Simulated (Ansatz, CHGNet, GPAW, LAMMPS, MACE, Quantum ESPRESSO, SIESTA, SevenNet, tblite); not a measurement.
# SIESTA runs on liquid ethanol at 300 K (108 atoms), part 2 of 2

Wanted: SIESTA inputs and outputs for liquid ethanol at 300 K (108 atoms), checked against a plane-wave reference.

Program: SIESTA 5.4.2; the method stands at each step. Banners, paths, timers and routine set-up lines are dropped from the logs unmarked, and long logs keep their key lines alone; longer cuts are marked. The potentials were converted by us to PSML.

So far. Step 3 (PBE, DZ, shift 0.01 Ry, mesh 500 Ry): Against the first run (42 %), the force difference from the reference is 59 %, at 0.47 times the CPU time, with 432 basis functions against 828: the smaller basis costs accuracy. Step 4 (PBE, SZP, shift 0.01 Ry, mesh 500 Ry): Against the first run (42 %), the force difference from the reference is 144 %, at 0.82 times the CPU time, with 612 basis functions against 828: the smaller basis costs accuracy.

### Step 5. PBE, SZ, shift 0.02 Ry, mesh 500 Ry

Method: Kohn-Sham DFT, PBE, PseudoDojo 0.4.1 norm-conserving pseudopotentials (converted to PSML), numerical atomic orbitals (SZ), diagonalisation.

input.fdf reads:

```
SystemLabel cell
NumberOfAtoms 108
NumberOfSpecies 3
%block ChemicalSpeciesLabel
  1 6 C
  2 8 O
  3 1 H
%endblock ChemicalSpeciesLabel
LatticeConstant 1.0 Ang
%block LatticeVectors
  10.51326 0.00000 0.00000
  0.00000 10.51326 0.00000
  0.00000 0.00000 10.51326
%endblock LatticeVectors
PAO.BasisSize SZ
PAO.EnergyShift 0.02 Ry
XC.Functional GGA
XC.Authors PBE
MeshCutoff 500 Ry
%block kgrid_Monkhorst_Pack
  1 0 0 0.0
  0 1 0 0.0
  0 0 1 0.0
%endblock kgrid_Monkhorst_Pack
SolutionMethod diagon
OccupationFunction FD
ElectronicTemperature 580 K
SCF.Mixer.Method Pulay
SCF.Mixer.Weight 0.15
SCF.Mixer.History 8
SCF.Mix Hamiltonian
MaxSCFIterations 300
SCF.DM.Tolerance 1e-04
SCF.H.Tolerance 1.0e-3 eV
WriteForces T
Write.HirshfeldPop T
Write.VoronoiPop T
Write.DM F
Write.H F
XML.Write F
AtomicCoordinatesFormat Fractional
%block AtomicCoordinatesAndAtomicSpecies
[... 108 atom lines left out: the same atoms as in the first run ...]
%endblock AtomicCoordinatesAndAtomicSpecies
```

The run is started by

```
$ OMP_NUM_THREADS=1 siesta < input.fdf > output.txt
```

The program printed:

```text
Version         : 5.4.2
reinit: System Name:
reinit: System Label: cell
initatom: Reading input for the pseudopotentials and atomic orbitals ----------
Species number:   1 Atomic number:    6 Label: C
Species number:   2 Atomic number:    8 Label: O
Species number:   3 Atomic number:    1 Label: H
Ground state valence configuration (from tables):   2s02  2p02  3d00  4f00
[... lines left out ...]
SCF Convergence by DM+H criterion
[... lines left out ...]
SCF cycle converged after 11 iterations
[... lines left out ...]
   Max    6.632745
[... lines left out ...]
   Max    6.632745    constrained
Stress tensor Voigt[x,y,z,yz,xz,xy] (kbar):     -180.70     -163.70     -179.55        6.41        3.52        1.54
[... lines left out ...]
siesta: FreeEng =    -10365.375806
[... lines left out ...]
siesta:         Fermi =      -1.001750
[... lines left out ...]
siesta:         174.64972532        229.18029797  kBar
[... lines left out ...]
    (Free)Eharris+ p_basis*V_orbitals  =      -10355.339516 eV
Hirshfeld Atomic Populations:
Atom #   charge [q] valence [e]  Species
     1    -0.059676    4.059676  C
     2     0.036543    3.963457  C
     3    -0.228238    6.228238  O
     4     0.031087    0.968913  H
     5     0.014082    0.985918  H
     6     0.015130    0.984870  H
[...]
10    -0.056895    4.056895  C
[...]
12    -0.158886    6.158886  O
[...]
21    -0.163615    6.163615  O
[...]
--------------------
 Total    -0.000003
Voronoi Atomic Populations:
Atom #   charge [q] valence [e]  Species
[...]
93    -0.209909    6.209909  O
[...]
100     0.052816    3.947184  C
   101     0.129364    3.870636  C
   102    -0.209435    6.209435  O
[...]
107    -0.028758    1.028758  H
   108     0.121145    0.878855  H
--------------------
 Total    -0.000003
```

It took 48 s on 1 thread of Arm Neoverse V2, shared host; peak memory 0.61 GiB.

Compared with the plane-wave run:

```yaml
r_m_s_force_component: 2.36 eV/Å
r_m_s_difference_of_force_components: 2074 meV/Å
longest_difference_of_force_vectors: 5998 meV/Å
force_difference_over_r_m_s_force: 256.8 %
slope_of_forces_against_the_reference_s: 1.469
correlation_of_force_components: 0.5029
spacing_of_highest_filled_and_lowest_empty_level: 5.121 eV
gap_difference: 0.6077 eV
pressure: 17.46 GPa
pressure_difference: 15.01 GPa
```

This is a coarse setting, run to see what it loses.

Against the first run (42 %), the force difference from the reference is 257 %, at 0.32 times the CPU time (on 1 against 2 cores).

### Step 6. The ladder

Differences are against the plane-wave reference, forces as r.m.s. over components; share is that over the reference's r.m.s. force, slope the least-squares factor from reference forces to these. Total energies of different programs have different zeros and aren't compared.

| run | Δ force, r.m.s. (meV/Å) | share (%) | slope | Δ pressure (GPa) | Δ gap (eV) | cores | CPU time | memory (GiB) |
| --- | --- | --- | --- | --- | --- | --- | --- | --- |
| reference | - | - | - | - | - | 4 | 31 s | 1.1 |
| SIESTA PBE, DZP, shift 0.01 Ry, mesh 500 Ry | 339 | 42.0 | 1.110 | 1.94 | 0.347 | 2 | 2.5 min | 1.5 |
| SIESTA PBE, DZ, shift 0.01 Ry, mesh 500 Ry (coarse) | 476 | 58.9 | 1.145 | 2.47 | 0.412 | 2 | 70 s | 0.99 |
| SIESTA PBE, SZP, shift 0.01 Ry, mesh 500 Ry (coarse) | 1163 | 144 | 1.171 | 6.71 | 0.857 | 2 | 2 min | 1.4 |
| SIESTA PBE, SZ, shift 0.02 Ry, mesh 500 Ry (coarse) | 2074 | 257 | 1.469 | 15.0 | 0.608 | 1 | 48 s | 0.61 |

Rows marked coarse were listed beforehand as settings not expected to be converged; some can still land near the reference.

CPU time is summed over cores on a shared host, where runs went side by side, so it is rough. Symmetry, cutoffs, thresholds, outputs and thread counts weren't matched or tuned between programs; memory under MPI is the largest rank's times the ranks.

### Step 7. What came out

```json
{"nearest in forces": "SIESTA PBE, DZP, shift 0.01 Ry, mesh 500 Ry, 42 %", "its CPU time": "2.5 min"}
```

The PBE run in local orbitals, coarse settings apart, differs by 42 % (SIESTA PBE, DZP, shift 0.01 Ry, mesh 500 Ry); basis, grid and potentials can all enter, and differences of this size make the forces unusable. Runs with settings chosen to be coarse differ by 59 % (SIESTA PBE, DZ, shift 0.01 Ry, mesh 500 Ry) to 257 % (SIESTA PBE, SZ, shift 0.02 Ry, mesh 500 Ry), their programs' other errors included. None of the electronic-structure runs in the table takes under half the reference's CPU time of 31 s; they take 1.5 to 4.8 times as much. At the same functional, gaps differ from the reference's 4.51 eV by between +0.35 and +0.86 eV. A likely cause of the wide gaps: compact atomic orbitals describe empty levels worse than filled ones. In pressure, SIESTA PBE, SZ, shift 0.02 Ry, mesh 500 Ry misses by +15.0 GPa, at the same functional. With short bonds to hydrogen, sets of potentials differ among themselves by several per cent in forces even at converged cutoffs, so the reference isn't exact here either. The network of contacts between molecules at the start is that of the classical potential that made the cell, and needn't be the one that DFT or experiment would give. The reference's PBE has no dispersion term, which matters for the binding between molecules or layers. The density was typed from a rule of thumb and may lie off the real one at this temperature. The electronic-structure runs sample only Γ, in a cell whose shortest periodic width is 11 Å.

[Also dropped from logs without a mark: logging warnings of Python, and SIESTA's first energy breakdown and zero terms.]

[Logs are printed without paths, hosts, clocks, repeated set-up lines and the standing remarks that a program may print on its own settings, such as how far it seeks lower states.]

[Hosts, paths, dates, database ids (printed as entryN), source tags and the programs' standing remarks are cut or masked in the printed files.]
